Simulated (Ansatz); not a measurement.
## La3AlC (Pm-3m): following an unstable mode

Aim: this structure of La3AlC (Pm-3m) is to be tested for unstable modes, and one is followed downhill.

Calculated with Ansatz 0.2.0; DFT PBEsol, scalar-relativistic, plane waves, PAW; PAW set soft_1.

## Step 1: The structure

It takes space group Pm-3m (No. 221, cubic). The conventional cell has a = 5.132 Å, b = 5.132 Å, c = 5.132 Å, α = 90.00°, β = 90.00°, γ = 90.00°. La has 2 C at 2.57 Å and 4 Al at 3.63 Å and 8 La at 3.63 Å nearest. Al has 12 La at 3.63 Å nearest. Nearest to C lie 6 La at 2.57 Å. Farther neighbours are not listed.

## Step 2: Response at finite wavevector

The cell comes from relaxations at this level that are not shown. Stability and thermal properties need the whole zone. Linear response on a 2×2×2 q mesh gives force constants as far as a supercell of that size would.

input.yaml

```yaml
crystal:
  lattice:
    - [5.1318379723, 0.0, 0.0]
    - [0.0, 5.1318379723, 0.0]
    - [0.0, 0.0, 5.1318379723]
  atoms:
    - { symbol: La, position: [0.5, 0.5, 0.0] }
    - { symbol: La, position: [0.5, 0.0, 0.5] }
    - { symbol: La, position: [0.0, 0.5, 0.5] }
    - { symbol: Al, position: [0.0, 0.0, 0.0] }
    - { symbol: C, position: [0.5, 0.5, 0.5] }
kpoints:
  mp_grid: { grid: [8, 8, 8] }
hamiltonian:
  xc: pbesol
  pseudopotentials: { kind: paw, azcp: { folder: soft_1 }, xc_functional: pbe }
scf:
  occupations: { method: methfessel_paxton, width: 0.2 }
output:
  eigenvalues: true
phonons:
  method: dfpt
  qmesh: [2, 2, 2]
  temperatures: { t_max: 1000, t_step: 50 }
  qpath:
    path:
      - [[0.0, 0.0, 0.0], [0.0, 0.5, 0.0], [0.5, 0.5, 0.0], [0.0, 0.0, 0.0], [0.5, 0.5, 0.5], [0.0, 0.5, 0.0]]
      - [[0.5, 0.5, 0.5], [0.5, 0.5, 0.0]]
    npoints: 10
```

Run with:

```
$ ansatz run input.yaml --threads 4 --pin off --max-ram 10240MiB --backend cpu --events-out ev --progress --plain --runs-dir out
```

Numbers of over 12 decimals in the logs are rounded to 6 here.

Output:

```text
Engine: ansatz 0.2.0, aarch64-unknown-linux-gnu
Pseudopotentials: kind: paw
Pseudopotential: La, paw, valence charge 11, recommended cutoff 420 eV (normal), soft_1/La.paw.azcp
Pseudopotential: Al, paw, valence charge 3, recommended cutoff 420 eV (normal), soft_1/Al.paw.azcp
Pseudopotential: C, paw, valence charge 4, recommended cutoff 420 eV (normal), soft_1/C.paw.azcp
Functional definition: PBEsol
  exchange = pbesol_x
  correlation = pbesol_c
Crystal: 5 atoms, lattice volume = 135.151 Å³
Basis set: ecut = 420 eV, 2601 PW (Γ), exchange–correlation on 72×72×72 points (8 copies of the dense FFT grid, shifted against one another)
Bands: 25, of which v1, the nominal top of the filled ones, is band 20 counted from 1 (19 counted from 0)
Symmetry: 48 space group operations
k-points: 35 of 512
Non-local potential: La, projectors of the file, l = 0: 3, l = 1: 2, l = 2: 2, l = 3: 3
Non-local potential: Al, projectors of the file, l = 0: 2, l = 1: 2, l = 2: 1
Non-local potential: C, projectors of the file, l = 0: 2, l = 1: 2, l = 2: 1
PAW form: soft (Blöchl's): semilocal exchange-correlation on the pseudo side does not see the compensation charge
PAW frozen core: La, regenerated for the run's functional, and the local potential with it (the file was generated under x = pbe(κ = 0.804, μ = 0.219515), c = pbe(β = 0.066725))
PAW frozen core: Al, regenerated for the run's functional, and the local potential with it (the file was generated under x = pbe(κ = 0.804, μ = 0.219515), c = pbe(β = 0.066725))
PAW frozen core: C, regenerated for the run's functional, and the local potential with it (the file was generated under x = pbe(κ = 0.804, μ = 0.219515), c = pbe(β = 0.066725))
PAW one-centre angular grid: La, 590 points (default); XC on 64 Gauss nodes
PAW one-centre angular grid: Al, 110 points (default); XC on 64 Gauss nodes
PAW one-centre angular grid: C, 110 points (default); XC on 64 Gauss nodes
Initial density: superposition of atomic densities (chi_scale 0.1, normalization cell, long waves kept (reshape's long-wave potential 0.00 eV rms))
Initial wavefunctions: pseudopotential atomic-orbital guess
Functional: x = pbesol(κ = 0.804, μ = 0.123457), c = pbesol(β = 0.046)
SCF iter   1: F=—  HF=-19257.926140 eV  |F-HF|=—  |Δ(HF+E_count)|=         —  Δρ=4.44e-2  dr2=7.86e0  ethr=3.10e-3  ⟨swp⟩=5.0  Hψ=4090  notcnv=0
preconditioner: auto → Kerker (q_TF=auto, 2.227 Å⁻¹)  [metal: Δε(μ)=0.013 eV  Ē_g=10.992 eV  σ=0.200 eV  W_gap=0.06  n_scr=26 (ndim 8)  ℏωp=18.6 eV  f_vac=0.000  D(μ)=4.64/eV (n_scr^D=32)]
SCF iter   2: F=—  HF=-19256.622729 eV  |F-HF|=—  |Δ(HF+E_count)|=    1.30e0  S|Δr|=    0.00e0  Δρ=1.77e-2  dr2=6.38e-1  ethr=3.10e-3  ⟨swp⟩=5.2  Hψ=6522  notcnv=0
automatic band count: the SCF goes on with 30 bands, as 25 were too few: they end inside the smearing window of the response
SCF iter   3: F=—  HF=-19256.492504 eV  |F-HF|=—  |Δ(HF+E_count)|=   1.30e-1  S|Δr|=    0.00e0  Δρ=9.38e-3  dr2=2.01e-1  ethr=1.59e-3  ⟨swp⟩=1.1  Hψ=1336  notcnv=0
SCF iter   4: F=—  HF=-19256.443777 eV  |F-HF|=—  |Δ(HF+E_count)|=   4.87e-2  S|Δr|=    0.00e0  Δρ=1.64e-3  dr2=5.53e-3  ethr=5.03e-4  ⟨swp⟩=2.3  Hψ=1452  notcnv=0
SCF iter   5: F=—  HF=-19256.443562 eV  |F-HF|=—  |Δ(HF+E_count)|=   2.15e-4  S|Δr|=    0.00e0  Δρ=6.38e-4  dr2=1.57e-3  ethr=1.38e-5  ⟨swp⟩=2.0  Hψ=1654  notcnv=0  defer=93
SCF iter   6: F=—  HF=-19256.443360 eV  |F-HF|=—  |Δ(HF+E_count)|=   2.01e-4  S|Δr|=    0.00e0  Δρ=1.13e-4  dr2=2.33e-5  ethr=3.93e-6  ⟨swp⟩=2.0  Hψ=1149  notcnv=0  defer=93
SCF iter   7: F=—  HF=-19256.443355 eV  |F-HF|=—  |Δ(HF+E_count)|=   5.14e-6  S|Δr|=    0.00e0  Δρ=2.92e-5  dr2=1.39e-6  ethr=5.83e-8  ⟨swp⟩=2.1  Hψ=1625  notcnv=0  defer=93
SCF iter   8: F=—  HF=-19256.443355 eV  |F-HF|=—  |Δ(HF+E_count)|=   3.58e-7  S|Δr|=    0.00e0  Δρ=7.85e-6  dr2=1.31e-7  ethr=3.48e-9  ⟨swp⟩=2.3  Hψ=1214  notcnv=0  defer=97
SCF iter   9: F=—  HF=-19256.443355 eV  |F-HF|=—  |Δ(HF+E_count)|=   1.33e-8  S|Δr|=    0.00e0  Δρ=1.52e-6  dr2=5.21e-9  ethr=3.28e-10  ⟨swp⟩=2.1  Hψ=1108  notcnv=0  defer=97
SCF iter  10: F=—  HF=-19256.443355 eV  |F-HF|=—  |Δ(HF+E_count)|=   1.01e-9  S|Δr|=    0.00e0  Δρ=2.21e-7  dr2=6.40e-11  ethr=1.30e-11  ⟨swp⟩=2.5  Hψ=1560  notcnv=0  defer=97
SCF iter  11: F=-19256.443355 eV  HF=-19256.443355 eV  |F-HF|=3.64e-12  |Δ(HF+E_count)|=  7.28e-12  S|Δr|=    0.00e0  Δρ=3.88e-8  dr2=1.93e-12  ethr=1.00e-12  ⟨swp⟩=17.4  Hψ=7065  notcnv=0
SCF 1 converged in 11 iterations: F = -19256.443355 eV  dr2 = 1.93e-12
  greatest PAW one-centre occupation: 0.971 electrons in one spin orbital (limit 2), on the La atom at site 0 (counted from 0), in its partial waves of l = 0
Initial density: read from a saved state, or passed on in memory by an earlier SCF of this step, an earlier step, the calling program or the single point that the run made first
iter 1 solved again at ethr=7.75e-8 eV; its pass at ethr=3.10e-3 eV (dr2=3.10e-5 eV) is discarded
SCF iter   1: F=—  HF=-19256.443356 eV  |F-HF|=—  |Δ(HF+E_count)|=         —  Δρ=4.41e-7  dr2=9.44e-11  ethr=7.75e-8  ⟨swp⟩=5.4  Hψ=7425  notcnv=0
eigensolver tolerance schedule: the retry pair's looser diagonalisation over-reported the residual by 328187.28 of it (diagonalisation noise at an unbounded share of the residual, at the tolerance the schedule requests for it); recorded, not acted on — ethr = c·dr2/N_el stays at c = 1.0e-1
preconditioner: auto → Kerker (q_TF=auto, 2.227 Å⁻¹)  [metal: Δε(μ)=0.021 eV  Ē_g=10.778 eV  σ=0.200 eV  W_gap=0.09  n_scr=26 (ndim 8)  ℏωp=18.6 eV  f_vac=0.000  D(μ)=4.38/eV (n_scr^D=26)]
SCF iter   2: F=—  HF=-19256.443355 eV  |F-HF|=—  |Δ(HF+E_count)|=   1.08e-6  S|Δr|=    0.00e0  Δρ=2.02e-7  dr2=1.54e-11  ethr=1.00e-12  ⟨swp⟩=4.0  Hψ=3013  notcnv=0
SCF iter   3: F=—  HF=-19256.443355 eV  |F-HF|=—  |Δ(HF+E_count)|=  1.09e-11  S|Δr|=    0.00e0  Δρ=1.43e-7  dr2=8.02e-12  ethr=1.00e-12  ⟨swp⟩=2.6  Hψ=1867  notcnv=0
SCF iter   4: F=-19256.443355 eV  HF=-19256.443355 eV  |F-HF|=7.28e-12  |Δ(HF+E_count)|=  7.28e-12  S|Δr|=    0.00e0  Δρ=6.55e-8  dr2=1.99e-12  ethr=1.00e-12  ⟨swp⟩=2.0  Hψ=1721  notcnv=0
SCF 2 converged in 4 iterations: F = -19256.443355 eV  dr2 = 1.99e-12
  greatest PAW one-centre occupation: 0.971 electrons in one spin orbital (limit 2), on the La atom at site 2 (counted from 0), in its partial waves of l = 0
phonons: the bands overlap, so this run is a metal and interpolates without the dipole-dipole term. If the crystal is really an insulator or semiconductor, its LO-TO splitting is missing
NSCF: frozen V_eff on 35 k-points
WARN: eigensolver did not converge in 12 slots of this pass, the one above among them; of largest residual over every band (k=14): 1 band(s) unlocked (lowest unlocked band 29, counted from 0; max residual 1.38e-2 eV among the unlocked bands, 1.38e-2 eV over every band); of lowest unlocked band (k=1): band 29
NSCF: frozen V_eff on 125 k-points
DFPT response loops at q = (0, 0, 0) (fractional): preconditioner auto → Kerker (q_TF=auto, 2.227 Å⁻¹) (partly filled bands, converged f_vac=0.000); β = 1.00, the filter's whole step (`scf.mixing.beta` (0.50) is not read by the response loops under this deck's `scf.mixing.preconditioner`; to damp them name `kerker` or `kerker_dos`, under which they read `scf.mixing.beta`, and type it under 1.00, their step now; both keys bind the ground state too); Broyden in place of MSR1
NSCF: frozen V_eff on 250 k-points
DFPT response loops at q = (0, 0, -0.5) (fractional): mixed as the last ones told, above
NSCF: frozen V_eff on 250 k-points
DFPT response loops at q = (0, -0.5, -0.5) (fractional): mixed as the last ones told, above
NSCF: frozen V_eff on 250 k-points
DFPT response loops at q = (-0.5, -0.5, -0.5) (fractional): mixed as the last ones told, above
SCF converged after 11 iterations
Stability not checked: this state was not tested for a lower state beside it, because cold or Methfessel-Paxton smearing, or corrected tetrahedra, fill the levels in a way that the test cannot read (fill_not_monotonic; see scf.lower_state_search)
Free energy (F): -19256.443355 eV
Harris-Foulkes:  -19256.443355 eV  (|F-HF|=3.64e-12)
Internal energy: -19256.438816 eV  (E = F + TS)
E sigma→0 (E₀):  -19256.442220 eV
Entropy (-TS):   -0.004539 eV (-0.908 meV/atom)
Fermi energy:    9.856791 eV
--- Per-component energies (eV) ---
  E_band       = -123.482704
  E_kinetic    = 663.653759
  E_local      = -1290.106209  (includes V_loc(G=0)·N_el)
  E_nonlocal   = 301.737156
  E_hartree    = 477.540422
  E_xc         = -508.206777
  E_vxc        = -519.310898  (∫ρ·V_xc dr)
  E_paw        = -16539.429849  (= ΣΔE_a)
  E_vpaw       = -234.537363  (= ΣTr[D̂ρ^β])
  E_aug_tail   = 0.000009  (compensation charges beyond the density's cutoff)
  E_ewald      = -2362.174674
  E_core_change = 0.547348  (= ΣΔE_core)
  E_smearing   = -0.004539  (= −TS)
  E_closure    = 0.000000  (closes the sum)
  Σ components = -19256.443355   (vs F -19256.443355, Δ=0.00e0)
--- Band table (eV; the first three rows and the last of 35) ---
  k-point 0: bands = [... 16 lower, 9.2980, 9.2980, 9.2980, 9.9927, 9.9927, 9.9927, 10.9090, 10.9090, ... 6 higher]
  k-point 1: bands = [... 16 lower, 9.2863, 9.3076, 9.3433, 9.6201, 10.0299, 10.0299, 10.8040, 10.8829, ... 6 higher]
  k-point 2: bands = [... 16 lower, 9.2938, 9.2938, 9.4666, 9.7273, 9.9539, 9.9539, 10.8419, 11.0449, ... 6 higher]
  k-point 34: bands = [... 16 lower, 6.7167, 10.3203, 10.3203, 10.3203, 11.0799, 11.0799, 11.0799, 11.6517, ... 6 higher]
--- Phonons (Γ-DFPT): 4 representative perturbations + reference (Σ response iterations 13) ---
  ASR residual: 3.921e-5 → 0.000e0 eV/Å²; symmetrization residual: 1.066e-6 eV/Å²
  ASR residual per site (eV/Å²): 3.92e-5 3.92e-5 3.92e-5 5.14e-6 1.59e-5
  Γ frequencies (cm⁻¹): -168.67 -168.67 -168.67 -49.49 -49.49 -49.49 0.00 0.00 0.00 122.77 122.77 122.77 137.78 137.78 137.78
--- Phonons (arbitrary-q DFPT): 4 irreducible q on the 2×2×2 mesh ---
  q = [0.0000, 0.0000, 0.0000] (star 1, of the zone-centre solve; hermiticity 3.31e-7, symmetrization 8.41e-13): -168.67 -168.67 -168.67 -49.49 -49.49 -49.49 -0.00 -0.00 0.00 122.77 122.77 122.77 137.78 137.78 137.78
  q = [0.0000, 0.0000, -0.5000] (star 3, 9 solved perturbations in 975 linear systems a pass and spin channel, the states on 125 of 512 k-point pairs; hermiticity 2.02e-7, symmetrization 7.98e-9): -117.09 -117.09 54.51 59.74 59.74 61.58 61.58 84.81 129.40 139.35 139.35 140.08 140.08 163.75 382.08
  q = [0.0000, -0.5000, -0.5000] (star 3, 9 solved perturbations in 975 linear systems a pass and spin channel, the states on 125 of 512 k-point pairs; hermiticity 1.18e-7, symmetrization 7.01e-9): 7.78 63.74 63.74 66.73 66.73 94.04 103.58 113.95 149.11 149.53 149.53 157.15 255.06 379.23 379.23
  q = [-0.5000, -0.5000, -0.5000] (star 1, 4 solved perturbations in 350 linear systems a pass and spin channel, the states on 125 of 512 k-point pairs; hermiticity 4.84e-8, symmetrization 5.49e-9): -25.09 -25.09 -25.09 93.66 93.66 93.66 117.65 117.65 126.72 126.72 126.72 188.41 391.17 391.17 391.17
  sum rule: each row above includes the acoustic sum rule's correction from the zone centre's row sums; it moved no ω² by more than (0.60 cm⁻¹)²
  mesh force constants: q→R imaginary residual 2.95e-18; ASR residual 3.921e-5 → 0.000e0 eV/Å²; symmetrization residual 3.553e-15 eV/Å²
  interpolated dispersion: 62 rows × 15 modes
  density of states and harmonic sums: on the 12×12×12 q-mesh, interpolated from the force constants of a 2×2×2 supercell (no non-analytic term)
  largest difference from the sums on the solved wave vectors: F 2.99e-1 eV, S 3.99e-4 and C_V 1.02e-4 eV/K
  zero-point energy: 0.114862 eV/cell   skipped modes (ω ≤ 0): 125, of them read as no rigid motion or as one in doubt: 122 (1.089e0 modes/cell left out, lowest -168.67 cm⁻¹)   left out of the sums: 7.27e-2 of the cell's modes: C_V's classical limit lies that fraction below 3 k_B per atom; for a crystal, a wire or a layer, F and S can be off by more, and a phonons.interpolated_qmesh denser along its periods is the remedy for the sampling
```

Wall time 5.5 min (4 threads of Arm Neoverse V2, shared host); peak memory 1.7 GiB; 21 min of CPU time.

Reading the cycles: dr2 is the Hartree energy of the density residual (eV), the measure of convergence; HF is the Harris–Foulkes estimate of the energy, which meets the free energy F at convergence.

This step gave:

```yaml
volume_per_atom: 27.03 Å³
gap_on_the_k_mesh: 0 eV
sum_rule_residual_before_enforcement: 3.92e-5 eV/Å²
lowest_frequency_on_the_path: -168.7 cm⁻¹
point_group: m-3m
highest_frequency_on_the_path_or_at_a_solved_wavevector: 391.2 cm⁻¹
highest_optical_mode_at_the_zone_centre_no_lo_to_term: 137.8 cm⁻¹
lowest_optical_zone_centre_mode: -168.7 cm⁻¹
lowest_mode_on_the_q_mesh_acoustic_modes_at_gamma_apart: -168.7 cm⁻¹
```

Frequencies (cm⁻¹) solved at each irreducible wavevector; negative means imaginary. Frequencies by wavevector, by row:

| q in reciprocal lattice units | star | mode 1 | mode 2 | mode 3 | mode 4 | mode 13 | mode 14 | mode 15 |
| --- | --- | --- | --- | --- | --- | --- | --- | --- |
| 0 0 0 | 1 | -168.7 | -168.7 | -168.7 | -49.5 | 137.8 | 137.8 | 137.8 |
| 0 0 -0.5 | 3 | -117.1 | -117.1 | 54.5 | 59.7 | 140.1 | 163.8 | 382.1 |
| 0 -0.5 -0.5 | 3 | 7.8 | 63.7 | 63.7 | 66.7 | 255.1 | 379.2 | 379.2 |
| -0.5 -0.5 -0.5 | 1 | -25.1 | -25.1 | -25.1 | 93.7 | 391.2 | 391.2 | 391.2 |

Interpolated from a 2×2×2 q mesh. The phonon branches at the labelled points (cm⁻¹):

| point | branch 1 | branch 2 | branch 3 | branch 4 | branch 12 | branch 13 | branch 14 | branch 15 |
| --- | --- | --- | --- | --- | --- | --- | --- | --- |
| Γ | -169 | -169 | -169 | -50 | 123 | 138 | 138 | 138 |
| halfway | -138 | -138 | -12 | -12 | 138 | 138 | 149 | 244 |
| X | -117 | -117 | 54 | 60 | 140 | 140 | 164 | 382 |
| halfway | 24 | 32 | 42 | 62 | 155 | 189 | 267 | 381 |
| M | 8 | 64 | 64 | 67 | 157 | 255 | 379 | 379 |
| halfway | -47 | -3 | 28 | 40 | 147 | 148 | 254 | 256 |
| Γ | -169 | -169 | -169 | -50 | 123 | 138 | 138 | 138 |
| halfway | -13 | 31 | 31 | 70 | 153 | 276 | 276 | 279 |
| R | -25 | -25 | -25 | 94 | 188 | 391 | 391 | 391 |
| halfway | 23 | 24 | 38 | 74 | 162 | 298 | 300 | 383 |
| X | -117 | -117 | 54 | 60 | 140 | 140 | 164 | 382 |
| jump to R | -25 | -25 | -25 | 94 | 188 | 391 | 391 | 391 |
| halfway | -17 | 28 | 28 | 88 | 174 | 329 | 385 | 385 |
| M | 8 | 64 | 64 | 67 | 157 | 255 | 379 | 379 |

Symmetry leaves 4 wavevectors to solve. The lowest mode among them, the acoustic zeros apart, lies at Γ and is imaginary, 168.7i cm⁻¹, so the energy falls along it.

## Step 3: The mode frozen in, largest atomic shift 0 Å

The mode followed lies at Γ with frequency 168.7i cm⁻¹ and is 3-fold degenerate, the softest among the wavevectors solved. At small amplitude the distorted cell has space group no. 99 by a symmetry search on the positions. The undistorted cell that holds it gives the zero of energy on the same k mesh.

input.yaml, the sections that differ from step 2:

```yaml
output:
  forces: true
  stress: true
  eigenvalues: true
# crystal, kpoints, hamiltonian, scf: as in step 2
# phonons: removed
```

Output:

```text
[...]
Crystal: 5 atoms, lattice volume = 135.151 Å³
Basis set: ecut = 420 eV, 2601 PW (Γ), exchange–correlation on 72×72×72 points (8 copies of the dense FFT grid, shifted against one another)
Bands: 25, of which v1, the nominal top of the filled ones, is band 20 counted from 1 (19 counted from 0)
Symmetry: 48 space group operations
[...]
k-points: 35 of 512
[...]
k-point 0: bands = [... 16 lower, 9.2980, 9.2980, 9.2980, 9.9928, 9.9928, 9.9928, 10.9090, 10.9090, ... 1 higher]
  k-point 1: bands = [... 16 lower, 9.2863, 9.3076, 9.3433, 9.6202, 10.0299, 10.0299, 10.8040, 10.8829, ... 1 higher]
  k-point 2: bands = [... 16 lower, 9.2938, 9.2938, 9.4666, 9.7273, 9.9539, 9.9539, 10.8419, 11.0449, ... 1 higher]
  k-point 34: bands = [... 16 lower, 6.7167, 10.3203, 10.3203, 10.3203, 11.0799, 11.0799, 11.0799, 11.6517, ... 1 higher]
[key lines of the parts left out:]
SCF converged after 9 iterations
Free energy (F): -19256.443355 eV
Fermi energy:    9.856795 eV
P = ⅓ Tr σ = -0.0001 GPa (-0.001 kbar)
```

It took 2.7 s on 4 threads; peak memory 0.48 GiB; 9.7 s of CPU time.

This step gave:

| Property | Result |
| --- | --- |
| pressure | -6.43e-5 GPa |
| energy from the undistorted cell | 0 meV/atom |

The run ends at a pressure of 0.00 GPa.

## Step 4: The mode frozen in, largest atomic shift 0.14 Å

The atoms are moved along the unstable eigenvector, the largest shift by 0.14 Å, with the cell fixed.

input.yaml, the sections that differ from step 3:

```yaml
crystal:
  lattice:
    - [5.1318379723, 0.0, 0.0]
    - [0.0, 5.1318379723, 0.0]
    - [0.0, 0.0, 5.1318379723]
  atoms:
    - { symbol: La, position: [0.5, 0.5007894359, 0.0] }
    - { symbol: La, position: [0.5, 0.0004873858, 0.5] }
    - { symbol: La, position: [0.0, 0.5007894359, 0.5] }
    - { symbol: Al, position: [0.0, 0.0015067229, 0.0] }
    - { symbol: C, position: [0.5, 0.4727193258, 0.5] }
# kpoints, hamiltonian, scf, output: as in step 3
```

Output:

```text
[...]
Crystal: 5 atoms, lattice volume = 135.151 Å³
Basis set: ecut = 420 eV, 2601 PW (Γ), exchange–correlation on 72×72×72 points (8 copies of the dense FFT grid, shifted against one another)
Bands: 25, of which v1, the nominal top of the filled ones, is band 20 counted from 1 (19 counted from 0)
Symmetry: 8 space group operations
[...]
k-points: 75 of 512 (time reversal used)
[...]
k-point 0: bands = [... 16 lower, 9.1601, 9.1673, 9.2830, 9.9801, 10.1363, 10.1363, 10.9144, 10.9219, ... 1 higher]
  k-point 1: bands = [... 16 lower, 9.0986, 9.3116, 9.3379, 9.8128, 10.0210, 10.1606, 10.8152, 10.8910, ... 1 higher]
  k-point 2: bands = [... 16 lower, 9.1170, 9.4103, 9.4466, 9.7306, 9.9537, 10.0899, 10.8496, 11.0347, ... 1 higher]
  k-point 74: bands = [... 16 lower, 6.7631, 10.3321, 10.3340, 10.3340, 11.0432, 11.0781, 11.0781, 11.6390, ... 1 higher]
[key lines of the parts left out:]
SCF converged after 9 iterations
Free energy (F): -19256.448642 eV
Fermi energy:    9.893835 eV
P = ⅓ Tr σ = 0.0205 GPa (0.205 kbar)
```

Run time: 8 s. Hardware: 4 threads; peak memory 0.52 GiB; 31 s of CPU time.

This step gave:

* pressure: 0.02054 GPa
* energy from the undistorted cell: -1.115 meV/atom

The energy, extrapolated to zero smearing, is -1.11 meV/atom against the undistorted cell.

The run ends at a pressure of 0.02 GPa, with forces up to 0.084 eV/Å.

## Step 5: Energy along the mode, all amplitudes (two of the runs are shown above)

An imaginary frequency means negative curvature, so the energy should fall and then rise again as anharmonic terms take over.

Numbers from this step:

```
depth at the lowest point sampled  : 1.115 meV/atom
largest atomic shift at that point : 0.14 Å
```

Table of energy from the parent by largest atomic shift:

| largest atomic shift (Å) | energy from the parent (meV/atom) |
| --- | --- |
| 0.000 | 0 |
| 0.040 | -0.195 |
| 0.080 | -0.658 |
| 0.140 | -1.11 |
| 0.220 | 1.39 |
| 0.320 | 16.9 |

Displacement at unit largest shift by atom:

| atom | x (Å) | y (Å) | z (Å) | size |
| --- | --- | --- | --- | --- |
| La1 | 0.00 | 0.03 | 0.00 | 0.03 |
| La2 | 0.00 | 0.02 | 0.00 | 0.02 |
| La3 | 0.00 | 0.03 | 0.00 | 0.03 |
| Al4 | 0.00 | 0.06 | 0.00 | 0.06 |
| C5 | 0.00 | -1.00 | 0.00 | 1.00 |

The lowest of the steps tried is at 0.14 Å, 1.11 meV/atom below the parent; the bottom of the well need not coincide with a step.

(Continued in part 2 of 2.)

[Logs are printed without paths, hosts, clocks, repeated set-up lines and the standing remarks that a program may print on its own settings, such as how far it seeks lower states.]

[Hosts, paths, dates, database ids (printed as entryN), source tags and the programs' standing remarks are cut or masked in the printed files.]
